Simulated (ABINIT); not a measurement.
# LiH (Fm-3m): G0W0 in ABINIT against the exchange cutoff

How does the gap of LiH (Fm-3m) converge in the exchange cutoff?

Program: ABINIT 10.8.3. Level of theory: PBE and many-body steps on it, plane waves. Results are calculated unless marked as measured.

This is a report of a sequence of runs, with most program output left out.

The database entry behind the starting cell differs from later determinations by our own check (the deuteride, about 0.2 % short), so it need not match the best structure at ambient conditions.

## Step 1: The starting structure

It takes space group Fm-3m (No. 225, cubic). The conventional cell has a = 4.074 Å, b = 4.074 Å, c = 4.074 Å, α = 90.00°, β = 90.00°, γ = 90.00°. Nearest to Li lie 6 H at 2.04 Å. Nearest to H lie 6 Li at 2.04 Å. Farther neighbours are not listed.

The cell and positions come from the Crystallography Open Database and are kept as given unless a step says otherwise.

## Step 2: Screening, 8×8×8 mesh, 79 bands, screening to 261.2 eV

This step: ABINIT 10.8.3; RPA screening on PBE, plane waves, norm-conserving pseudopotentials.

The RPA dielectric matrix is built and inverted for each q.

run.abi reads:

```
acell 3*1.0 Angstrom
rprim 
  -0.000000000000 2.036750000000 2.036750000000
  2.036750000000 -0.000000000000 2.036750000000
  2.036750000000 2.036750000000 -0.000000000000
ntypat 2
znucl 3 1
natom 2
typat 1 2
xred 
  0.000000000000 0.000000000000 0.000000000000
  0.500000000000 0.500000000000 0.500000000000
pp_dirpath "pseudos"
pseudos "Li.upf, H.upf"
ecut 33
ngkpt 8 8 8
nshiftk 1
shiftk 0 0 0
kptopt 1
chksymbreak 0
istwfk *1
occopt 1
irdwfk 1
optdriver 3
nband 79
ecuteps 9.6
inclvkb 2
awtr 1
symchi 1
indata_prefix "in"
outdata_prefix "out"
tmpdata_prefix "tmp"
```

Run with:

```
$ OMP_NUM_THREADS=1 mpirun -n 4 abinit run.abi > log
```

The job ended after 60 s (4 MPI ranks of AMD EPYC 7R43, shared host; peak memory 1 GiB; 4 min of CPU time).

Numbers from this step:

```
ε∞ with local fields, on this mesh, along the program's q direction : 4.009
the same without local fields                                       : 4.404
plasma frequency                                                    : 18.07 eV
plane waves in the screening matrix                                 : 169
```

Local fields lower ε∞ by 9 %.

## Step 3: 3.3 Ha

This step: G0W0 on PBE, plane waves, norm-conserving pseudopotentials.

Changes to run.abi since step 2:

```diff
@@ -23,8 +23,17 @@
 irdwfk 1
-optdriver 3
+optdriver 4
 nband 79
+gwcalctyp 0
+ecutsigx 3.3
+symsigma 1
+nkptgw 2
+kptgw 
+  0.5000000000 0.5000000000 0.0000000000
+  0.0000000000 0.0000000000 0.0000000000
+bdgw 
+  1 5
+  1 6
 ecuteps 9.6
-inclvkb 2
-awtr 1
-symchi 1
+irdscr 1
+ppmodel 1
 indata_prefix "in"
```

Run time: 3.1 s. Hardware: 4 MPI ranks; peak memory 0.69 GiB.

Numbers from this step:

```yaml
g0w0_gap_on_the_points_computed: 4.615 eV
starting_gap_on_the_mesh: 3.022 eV
k_of_the_valence_top: 0.5, 0.5, 0
k_of_the_conduction_bottom: 0.5, 0.5, 0
z_at_the_valence_top: 0.778
z_at_the_conduction_bottom: 0.812
least_direct_g0w0_gap_on_the_computed_points: 4.615 eV
```

## Step 4: 6.6 Ha

Changes to run.abi since step 3:

```diff
@@ -26,3 +26,3 @@
 gwcalctyp 0
-ecutsigx 3.3
+ecutsigx 6.6
 symsigma 1
```

It took 7.3 s on 4 MPI ranks; peak memory 1.1 GiB; 28 s of CPU time.

Numbers from this step:

```
G0W0 gap on the points computed              : 4.89 eV
starting gap on the mesh                     : 3.022 eV
k of the valence top                         : 0.5, 0.5, 0
k of the conduction bottom                   : 0.5, 0.5, 0
Z at the valence top                         : 0.772
Z at the conduction bottom                   : 0.812
least direct G0W0 gap on the computed points : 4.89 eV
```

## Step 5: 13.2 Ha

The self-energy is evaluated for the states that the input lists, and the levels follow from it, in one-shot runs by the linearised quasiparticle equation.

Changes to run.abi since step 4:

```diff
@@ -26,3 +26,3 @@
 gwcalctyp 0
-ecutsigx 6.6
+ecutsigx 13.2
 symsigma 1
```

It took 16 s on 4 MPI ranks; peak memory 1.2 GiB; 62 s of CPU time.

Numbers from this step:

```yaml
g0w0_gap_on_the_points_computed: 4.951 eV
starting_gap_on_the_mesh: 3.022 eV
k_of_the_valence_top: 0.5, 0.5, 0
k_of_the_conduction_bottom: 0.5, 0.5, 0
least_direct_g0w0_gap_on_the_computed_points: 4.951 eV
```

The gap on the mesh goes from 3.02 eV to 4.95 eV, a correction of +1.93 eV.

## Step 6: 23.1 Ha

Changes to run.abi since step 5:

```diff
@@ -26,3 +26,3 @@
 gwcalctyp 0
-ecutsigx 13.2
+ecutsigx 23.1
 symsigma 1
```

It took 16 s on 4 MPI ranks; peak memory 1.2 GiB; 62 s of CPU time.

Numbers from this step:

- G0W0 gap on the points computed: 4.954 eV
- starting gap on the mesh: 3.022 eV
- k of the valence top: 0.5, 0.5, 0
- k of the conduction bottom: 0.5, 0.5, 0
- least direct G0W0 gap on the computed points: 4.954 eV

Against the run before, the gap moves by +0.003 eV.

## Step 7: 33 Ha

Changes to run.abi since step 6:

```diff
@@ -26,3 +26,3 @@
 gwcalctyp 0
-ecutsigx 23.1
+ecutsigx 33
 symsigma 1
```

Run time: 16 s. Hardware: 4 MPI ranks; peak memory 1.1 GiB; 62 s of CPU time.

This step gave:

```
G0W0 gap on the points computed              : 4.955 eV
starting gap on the mesh                     : 3.022 eV
k of the valence top                         : 0.5, 0.5, 0
k of the conduction bottom                   : 0.5, 0.5, 0
least direct G0W0 gap on the computed points : 4.955 eV
```

Against the run before, the gap moves by +0.001 eV.

## Step 8: Side by side

Times are wall times on 4 MPI ranks of AMD EPYC 7R43, shared host, good to a factor of about two. A run's time includes the screening step that it read.

| run | mesh | bands | screening cutoff (eV) | DFT gap (eV) | gap on the mesh (eV) | direct (eV) | ε∞ used | time |
| --- | --- | --- | --- | --- | --- | --- | --- | --- |
| 3.3 Ha | 8×8×8 | 79 | 261.2 | 3.022 | 4.615 | 4.615 | 4.01 | 63 s |
| 6.6 Ha | 8×8×8 | 79 | 261.2 | 3.022 | 4.890 | 4.890 | 4.01 | 67 s |
| 13.2 Ha | 8×8×8 | 79 | 261.2 | 3.022 | 4.951 | 4.951 | 4.01 | 76 s |
| 23.1 Ha | 8×8×8 | 79 | 261.2 | 3.022 | 4.954 | 4.954 | 4.01 | 76 s |
| 33 Ha | 8×8×8 | 79 | 261.2 | 3.022 | 4.955 | 4.955 | 4.01 | 76 s |

## Step 9: Outcome

```json
{"3.3 Ha": "4.615 eV", "6.6 Ha": "4.890 eV", "13.2 Ha": "4.951 eV", "23.1 Ha": "4.954 eV", "33 Ha": "4.955 eV", "known limits": "not at the basis limit"}
```

In words: The setting moved: exchange cutoff. From 3.3 Ha to 33 Ha the gap moves by +0.34 eV. It holds to 0.03 eV from 13.2 Ha on. Bands and screening cutoff are coupled, so a series along one setting does not show full convergence. Below the screening cutoff the correlation part is cut too. Bands and cutoff are finite, so the gap is not at the basis limit. The miss can reach some tenths of an eV and take either sign; the mesh is an error of its own. In the first G0W0 run levels were corrected at 2 k points alone, so a gap called «on the mesh» is the least over those, and an edge elsewhere would be missed.

[Paths, hosts, dates, memory and timing lines, banners, echoed tables and standing remarks are left out of the program output.]

[Logs are printed without paths, hosts, clocks, repeated set-up lines and the standing remarks that a program may print on its own settings, such as how far it seeks lower states.]

[Runs of the session that timed out or met a known fault of the program may be left out.]

[No measured gap is set beside runs whose start may be inverted or whose files or cutoffs have a known fault.]

[Hosts, paths, dates, database ids (printed as entryN), source tags and the programs' standing remarks are cut or masked in the printed files.]

[G0W0 gaps are taken among the corrected bands and points alone; a level outside them can change the order at an edge.]

[Where Ansatz stands beside ABINIT at settings called matched, ABINIT's density can come from a denser mesh and the files from another edition; pairs whose starting gaps differed by over 0.03 eV were left out, so agreement reads better than it is.]
